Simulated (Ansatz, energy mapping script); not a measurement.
# CoO: a spin model with pencil and paper

A handful of total energies of CoO fix a spin model. One order is withheld as a test.

Method: PBEsol with U = 4.9 eV on Co d, ortho-atomic projectors; plane waves, U on orthogonalised atomic orbitals unless named otherwise, collinear spin, no spin–orbit coupling, in Ansatz 0.2.0.

Experimental background.

“On the Elastic Anisotropy of the Entropy-Stabilized Oxide (Mg, Co, Ni, Cu, Zn)O” (2020, arxiv:2004.06613) quotes from earlier work for CoO, rock salt (literature value): ordering temperature (Neel temperature) 291 K [literature value quoted in the paper's theory part].

This is a report of a sequence of runs, with most program output left out.

## (1) The structure

The structure is cubic, space group Fm-3m (No. 225). The conventional cell has a = 4.263 Å, b = 4.263 Å, c = 4.263 Å, α = 90.00°, β = 90.00°, γ = 90.00°. Co has 6 O at 2.13 Å nearest. Nearest to O lie 6 Co at 2.13 Å. Farther neighbours and most contacts between anions are not listed.

Coordinates:

```cif
data_structure
_symmetry_space_group_name_H-M 'P 1'
_symmetry_Int_Tables_number 1
_cell_length_a 3.0144
_cell_length_b 3.0144
_cell_length_c 3.0144
_cell_angle_alpha 60.000
_cell_angle_beta 60.000
_cell_angle_gamma 60.000
_cell_volume 19.37
loop_
_atom_site_label
_atom_site_type_symbol
_atom_site_fract_x
_atom_site_fract_y
_atom_site_fract_z
_atom_site_occupancy
Co1 Co 0.00000 0.00000 0.00000 1
O2 O 0.50000 0.50000 0.50000 1
```

## (2) Two of the runs

The parallel order and one order with opposed moments, in one cell and on one mesh:

File input.yaml:

```yaml
crystal:
  lattice:
    - [0.0, -2.1315, -2.1315]
    - [0.0, 2.1315, -2.1315]
    - [4.263, 0.0, 0.0]
  atoms:
    - { symbol: Co, position: [0.5, 0.5, 0.5], spin: 3.0 }
    - { symbol: Co, position: [0.0, 0.0, 0.0], spin: 3.0 }
    - { symbol: O, position: [0.5, 0.5, 0.0] }
    - { symbol: O, position: [0.0, 0.0, 0.5] }
magnetization:
  spin_polarized: true
kpoints:
  mp_grid: { grid: [7, 7, 5] }
hamiltonian:
  xc: pbesol
  hubbard:
    sites:
      - { species: Co, l: d, u_eff: 4.9 }
      - { site: 0, l: d, u_eff: 4.9, starting_ns: [{ spin: up, occupation_matrix: co1_major }, { spin: down, occupation_matrix: co1_minor }] }
      - { site: 1, l: d, u_eff: 4.9, starting_ns: [{ spin: up, occupation_matrix: co1_major }, { spin: down, occupation_matrix: co1_minor }] }
    projectors: ortho-atomic
    occupation_matrices:
      co1_major:
        matrix:
          - [0.997, 0.0, 0.0, 0.0, 0.0]
          - [0.0, 0.999, 0.0, 0.0, 0.0]
          - [0.0, 0.0, 0.999, 0.0, 0.0]
          - [0.0, 0.0, 0.0, 0.997, 0.0]
          - [0.0, 0.0, 0.0, 0.0, 0.999]
      co1_minor:
        matrix:
          - [0.162, -0.068, -0.068, 0.0, -0.135]
          - [-0.068, 0.654, -0.305, -0.117, 0.305]
          - [-0.068, -0.305, 0.654, 0.117, 0.305]
          - [0.0, -0.117, 0.117, 0.162, 0.0]
          - [-0.135, 0.305, 0.305, 0.0, 0.654]
scf:
  occupations: { method: fermi_dirac, width: 0.05 }
output:
  eigenvalues: true
```

Command:

```
> ansatz run input.yaml --threads 4 --pin off --max-ram 8192MiB --backend cpu --events-out ev --progress --plain --runs-dir out
```

The job ended after 4.9 s (4 threads of Arm Neoverse V2, shared host; peak memory 0.52 GiB; 18 s of CPU time).

input.yaml, as its differences from that of step 2:

```diff
@@ -7,3 +7,3 @@
     - { symbol: Co, position: [0.5, 0.5, 0.5], spin: 3.0 }
-    - { symbol: Co, position: [0.0, 0.0, 0.0], spin: 3.0 }
+    - { symbol: Co, position: [0.0, 0.0, 0.0], spin: -3.0 }
     - { symbol: O, position: [0.5, 0.5, 0.0] }
@@ -20,3 +20,3 @@
       - { site: 0, l: d, u_eff: 4.9, starting_ns: [{ spin: up, occupation_matrix: co1_major }, { spin: down, occupation_matrix: co1_minor }] }
-      - { site: 1, l: d, u_eff: 4.9, starting_ns: [{ spin: up, occupation_matrix: co1_major }, { spin: down, occupation_matrix: co1_minor }] }
+      - { site: 1, l: d, u_eff: 4.9, starting_ns: [{ spin: up, occupation_matrix: co1_minor }, { spin: down, occupation_matrix: co1_major }] }
     projectors: ortho-atomic
```

The job ended after 2.7 s (4 threads; peak memory 0.51 GiB; 9.8 s of CPU time).

At zero occupation width the energies are -11302.28149 and -11302.25334 eV for 2 Co atoms, so ΔE = 1000 × (-11302.25334 − (-11302.28149)) / 2 = 14.08 meV a magnetic atom.

## (3) The orders used, and who is opposed

Each order is measured in this way from the parallel run of its own cell. n counts, for a mean magnetic atom, the neighbours of each shell whose moment is opposed.

| order | ΔE (meV) | n at 3.01 Å (of 12) | n at 4.26 Å (of 6) |
| --- | --- | --- | --- |
| compensated +− in cell A | 14.08 | 8 | 0 |
| compensated +− in cell B | -70.23 | 6 | 6 |
| uncompensated ++− in cell C | ? | 6.67 | 2.67 |

Wanted: the couplings, and ΔE of the order “uncompensated ++− in cell C”.

## (4) The equations

With E = −Σ J e·e over ordered pairs of unit vectors, an atom's energy is −Σ J (z − 2n), since each opposed neighbour turns +1 into −1. Against the parallel order, ΔE = 2 Σ n J:

- 16 J₁ = 14.08
- 12 J₁ + 12 J₂ = -70.23

Cramer's rule: the determinant of the left side is D = 192; with the column of each J replaced by the energies it is D₁ = 169.0 and D₂ = -1293. So J₁ = 0.88 meV and J₂ = -6.73 meV.

## (5) The order left out

ΔE = 13.34 × (0.88) + 5.34 × (-6.73) = -24.21 meV.

## (6) Mean-field temperature

In the lowest order (compensated +− in cell B) a spin feels the field h = 2 J₀ m with J₀ = Σ J (z − 2n) = (0.88) × (0) + (-6.73) × (-6) = 40.40 meV. For classical unit spins m ≈ h/3k_BT near the transition, so k_BT = 2 J₀/3 and T = 2 × 40.40 / (3 × 0.08617) = 313 K.

## (7) Summary of results

```json
{
 "J₁, Co–Co at 3.01 Å": "0.88 meV",
 "J₂, Co–Co at 4.26 Å": "-6.73 meV",
 "ΔE predicted for the withheld order": "-24.2 meV",
 "ΔE of the withheld run": "-27.0 meV",
 "mean-field temperature by hand": "313 K"
}
```

**Reading.** The hand solution predicts -24.21 meV and the withheld run gave -27.05 meV, a miss of 2.83 meV on a scale of 70.2 meV and 10 % of the withheld energy itself. A least-squares fit to all 4 orders gives 0.796, -6.72 and -0.00965 meV, with a third shell at 5.22 Å that the hand model leaves out. The least-squares couplings give 312 K in mean field and 212 K by Monte Carlo, which keeps the fluctuations. Classical unit spins leave out the factor (S+1)/S, and mean field runs high for given couplings; the two errors pull opposite ways. This set was picked because its moments stay put and its equations are well conditioned; many sets are less well behaved. Shells left out of the hand model add to these values wherever the orders used reverse them, so each J is partly a sum. The orders cannot split some shells at all: the value at 3.01 Å holds J(3.01) + 4 J(7.98). A fit with one more shell, at 6.03 Å, gives 0.94, -6.7, -0.028 and -0.24 meV and 290 K in mean field.

Calculation against experiment:

| quantity | measured | mean field, by hand | Monte Carlo, fitted couplings |
| --- | --- | --- | --- |
| ordering temperature (classical spins) (K) | 291 | 313 (+7.4 %) | 212 (-27.1 %) |

Measured values from arxiv:2004.06613 (2020).

How well it matches: For the ordering temperature, of the levels listed nearest comes mean field, by hand (+7.4 %, good agreement) and farthest Monte Carlo, fitted couplings (-27.1 %, fair agreement). No cell relaxation is part of this session.

[Logs and program files are shortened in this print: banners, set-up blocks, solver, clock and traceback lines can be left out without a mark of their own.]

[Logs are printed without paths, hosts, clocks, repeated set-up lines and the standing remarks that a program may print on its own settings, such as how far it seeks lower states.]

[Hosts, paths, dates, database ids (printed as entryN), source tags and the programs' standing remarks are cut or masked in the printed files.]

[Where a cell is said to come from a database of computed structures, the database is the Materials Project.]
